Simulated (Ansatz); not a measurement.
In doubt: one-shot GW on d or f shells is unsure, so the values of those runs are not to be relied on.

Rows from a G0W0 calculation on CsCu2I3 (Cmcm) (Ansatz 0.2.0; G0W0 on r2SCAN, plane waves, PAW; 2×2×2 mesh, 961 empty bands, screening to 100 eV), in eV. Spin-orbit coupling is left out.

```csv
row,Σx,Σc,Vxc,Z
A,-7.92,-2.95,-11.19,0.82
B,-7.86,-3.48,-11.88,0.81
C,-35.65,5.47,-29.60,0.73
D,-6.80,-3.60,-10.69,0.82
E,-32.44,4.82,-27.00,0.74
F,-34.91,5.19,-29.15,0.74
```

**Question.** Which rows are filled states and which are empty ones, and how can one tell?

Filled: C, E and F. Empty: A, B and D. The sign of Σc tells: for a filled state bare exchange, which holds its interaction with itself, lies below Vxc (Σx − Vxc is -5.4 eV or lower here) and screening gives part back as a positive Σc. For an empty state Σx lies above Vxc (+3.3 eV or more) and the Coulomb hole leaves Σc negative.

[Paths, hosts, dates, memory and timing lines, banners, echoed tables and standing remarks are left out of the program output.]

[Logs are printed without paths, hosts, clocks, repeated set-up lines and the standing remarks that a program may print on its own settings, such as how far it seeks lower states.]

[Runs of the session that timed out or met a known fault of the program may be left out.]

[Cells called generated may have been cut or substituted from an entry of the Crystallography Open Database or the Materials Project.]

[Hosts, paths, dates, database ids (printed as entryN), source tags and the programs' standing remarks are cut or masked in the printed files.]
